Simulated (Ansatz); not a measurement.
# Mo wire along [111], 14 atoms a period: bands along the axis, part 2 of 2

Wanted: the relaxed geometry and the bands of the Mo wire along [111], 14 atoms a period.

Ansatz 0.2.0; DFT PBE, plane waves, PAW; relaxation of a wire's period; PAW set soft_1 (the session's first sound run).

So far: Set-up; The relaxed wire.

## 2. The relaxed wire (continued)

The steps of the relaxation:

```csv
step,energy less that of the first step (eV),largest force component (eV/Å),pressure (GPa),volume (Å³)
1,0.0000,1.8142,-6.40,584.96
2,-1.0910,1.4391,3.09,562.81
3,-1.3460,0.7263,0.00,570.80
4,-1.4699,0.1389,-0.38,570.61
5,-1.4659,0.3199,0.20,570.11
6,-1.5036,0.0678,0.00,570.36
7,-1.5054,0.0391,-0.01,570.46
8,-1.5057,0.0205,-0.01,569.98
9,-1.5060,0.0193,-0.06,570.30
10*,-1.5045,0.0193,-0.05,570.30
```

Relaxation steps marked * repeat the geometry before them on a plane-wave basis chosen anew for their cell, so energy and pressure can jump there. Relaxation step 5 was tried and not accepted.

Forces are held to the 2 operations that the run works with; a distortion that breaks them can't arise in this run.

```csv
cell as run,before,after,change
c (Å),2.737,2.668,-2.5 %
```

The atoms that moved most (Å, along periodic axes as changes of fractional coordinates times the final cell, across vacuum about the mean position):

```csv
atom,dx,dy,dz,length
Mo7,-0.116,-0.071,0.166,0.215
Mo4,0.116,0.071,-0.166,0.215
Mo13,-0.037,0.160,-0.064,0.176
Mo10,0.037,-0.160,0.064,0.176
Mo1,0.127,-0.099,-0.060,0.171
Mo12,-0.127,0.099,0.060,0.171
Mo14,-0.041,-0.030,-0.058,0.077
Mo8,0.041,0.030,0.058,0.077
```

The relaxed structure:

```cif
data_structure
_symmetry_space_group_name_H-M 'P 1'
_symmetry_Int_Tables_number 1
_cell_length_a 13.5030
_cell_length_b 15.8300
_cell_length_c 2.6681
_cell_angle_alpha 90.000
_cell_angle_beta 90.000
_cell_angle_gamma 90.000
_cell_volume 570.30
loop_
_atom_site_label
_atom_site_type_symbol
_atom_site_fract_x
_atom_site_fract_y
_atom_site_fract_z
_atom_site_occupancy
Mo1 Mo 0.26119 0.69751 0.97769 1
Mo2 Mo 0.41413 0.45792 0.99366 1
Mo3 Mo 0.58025 0.70195 0.98048 1
Mo4 Mo 0.26037 0.38228 0.27099 1
Mo5 Mo 0.41666 0.62322 0.33477 1
Mo6 Mo 0.58337 0.37681 0.33190 1
Mo7 Mo 0.73966 0.61774 0.39567 1
Mo8 Mo 0.25486 0.54268 0.68832 1
Mo9 Mo 0.41978 0.29807 0.68619 1
Mo10 Mo 0.42004 0.77513 0.69052 1
Mo11 Mo 0.58590 0.54211 0.67300 1
Mo12 Mo 0.73884 0.30252 0.68897 1
Mo13 Mo 0.57998 0.22490 0.97614 1
Mo14 Mo 0.74517 0.45735 0.97835 1
```

Numbers from this step:

```yaml
energy_at_zero_smearing: -69368.3927 eV
cell_length_along_the_wire: 2.668 Å
```

The cell's length comes to 2.668 Å with spin left out.

## 3. The wire at its relaxed period

This step: DFT PBE, plane waves, PAW; bands of a perfect wire; PAW set soft_1 (Ansatz 0.2.0).

At the relaxed period the bands are computed along the axis; those that cross an energy going forward count the channels that a perfect wire would open there.

Input file input.yaml:

```yaml
crystal:
  lattice:
    - [13.503, 0.0, 0.0]
    - [0.0, 15.83, 0.0]
    - [0.0, 0.0, 2.668060772]
  atoms:
    - { symbol: Mo, position: [0.261187241, 0.697510649, 0.977693634] }
    - { symbol: Mo, position: [0.414130553, 0.457922949, 0.993663915] }
    - { symbol: Mo, position: [0.580252562, 0.701953709, 0.98047686] }
    - { symbol: Mo, position: [0.260366894, 0.382284231, 0.270993358] }
    - { symbol: Mo, position: [0.416662269, 0.623218926, 0.334769139] }
    - { symbol: Mo, position: [0.583365301, 0.376809639, 0.331897528] }
    - { symbol: Mo, position: [0.739660676, 0.617744334, 0.395673309] }
    - { symbol: Mo, position: [0.254859296, 0.542677556, 0.688319447] }
    - { symbol: Mo, position: [0.419775008, 0.298074856, 0.686189806] }
    - { symbol: Mo, position: [0.420043641, 0.775126815, 0.690523601] }
    - { symbol: Mo, position: [0.585897017, 0.542105616, 0.673002752] }
    - { symbol: Mo, position: [0.738840329, 0.302517916, 0.688973032] }
    - { symbol: Mo, position: [0.579983929, 0.22490175, 0.976143066] }
    - { symbol: Mo, position: [0.745168274, 0.457351009, 0.978347219] }
kpoints:
  mp_grid: { grid: [1, 1, 30] }
  band_path: { path: ["Γ", Z], npoints: 90 }
scf:
  occupations: { method: fermi_dirac, width: 0.05 }
hamiltonian:
  xc: pbe
  pseudopotentials: { kind: paw, azcp: { folder: soft_1 } }
output:
  dos: { e_range: [-5, 4] }
  write_potential: true
  write_density: true
  volumetric_format: npy
```

The run is started by

```console
ansatz run input.yaml --threads 4 --pin off --max-ram 16384MiB --backend cpu --events-out ev --progress --plain --runs-dir out
```

Numbers of over 12 decimals in the logs are rounded to 6 here.

The log of the run:

```text
[...]
Crystal: 14 atoms, lattice volume = 570.305 Å³
Basis set: ecut = 420 eV, 11189 PW (Γ)
Bands: 118, of which v1, the nominal top of the filled ones, is band 98 counted from 1 (97 counted from 0)
Symmetry: 2 space group operations
[...]
k-points: 16 of 30
[...]
SCF iter   1: F=—  HF=-69381.207754 eV  |F-HF|=—  |Δ(HF+E_count)|=         —  Δρ=6.32e-2  dr2=8.55e1  ethr=3.10e-3  ⟨swp⟩=9.5  Hψ=9032  notcnv=0
[...]
SCF iter  12: F=-69368.461288 eV  HF=-69368.461288 eV  |F-HF|=1.50e-8  |Δ(HF+E_count)|=   7.48e-8  Δρ=1.16e-6  dr2=3.08e-8  ethr=5.10e-11  ⟨swp⟩=10.2  Hψ=5548  notcnv=0
SCF 1 converged in 12 iterations: F = -69368.461288 eV  dr2 = 3.08e-8
[...]
NSCF: frozen V_eff on 91 k-points
WARN: The output density's exchange-correlation potential varies sharply where the density is thin. Do not read a vacuum level from v_tot or v_xc, or from such a field of the output density. On a cell that repeats whose density bears no net charge and no dipole along the vacuum's axis use v_es (v_loc + v_h of the components); under efield.dipole_correction with no amplitude use v_es + v_field, which holds any externa [...]
SCF converged after 12 iterations
Free energy (F): -69368.461288 eV
[...]
Internal energy: -69368.324181 eV  (E = F + TS)
E sigma→0 (E₀):  -69368.392734 eV
Entropy (-TS):   -0.137106 eV (-9.793 meV/atom)
Fermi energy:    5.644688 eV
[...]
--- Band table (eV; the first three rows and the last of 16) ---
  k-point 0: bands = [... 94 lower, 5.0563, 5.1616, 5.6407, 5.6752, 5.7101, 5.9624, 6.0789, 6.1320, ... 16 higher]
  k-point 1: bands = [... 94 lower, 5.0590, 5.1498, 5.5664, 5.6284, 5.7200, 5.9372, 6.0133, 6.0526, ... 16 higher]
  k-point 2: bands = [... 94 lower, 5.0535, 5.1043, 5.4142, 5.5000, 5.6567, 5.8231, 5.8985, 5.9059, ... 16 higher]
  k-point 15: bands = [... 94 lower, 5.9740, 6.0901, 6.2138, 6.2370, 6.3907, 6.6054, 6.6260, 6.6872, ... 16 higher]
```

Run time: 64 s. Hardware: 4 threads of Intel Xeon Platinum 8488C (Sapphire Rapids), shared host; peak memory 3.4 GiB; 4.1 min of CPU time.

Reading the cycles: dr2 is the Hartree energy of the density residual (eV), the measure of convergence; HF is the Harris–Foulkes estimate of the energy, which meets the free energy F at convergence.

Numbers from this step:

```yaml
band_gap: 0 eV
```

The electronic bands at the labelled points (eV, zero at the Fermi level; # counts the bands kept):

```csv
point,#39,#40,#41,#42,#43,#44,#45,#46
Γ,-0.59,-0.48,0.00,0.03,0.07,0.32,0.43,0.49
halfway,-0.69,-0.67,-0.60,-0.55,-0.36,-0.25,-0.16,0.00
Z,0.33,0.45,0.57,0.59,0.75,0.96,0.98,1.04
```

Between Γ and Z the bands cross the Fermi level 16 times, so a perfect wire would conduct at least 16 G₀, with spin left out.

## 4. Results

* cell length, PBE: 2.668 Å
* ballistic conductance by band crossings, a lower bound, PBE: 16 G₀

What this shows: Under PBE the cell's length is 2.67 Å, and the bands cross the Fermi level 16 times between Γ and Z, which gives a perfect wire at least 16 G₀ (opposite crossings within one step of the path cancel in such a count). No spin was allowed, though thin wires with open d shells can turn magnetic.

[Logs are printed without paths, hosts, clocks, repeated set-up lines and the standing remarks that a program may print on its own settings, such as how far it seeks lower states.]

[Hosts, paths, dates, database ids (printed as entryN), source tags and the programs' standing remarks are cut or masked in the printed files.]
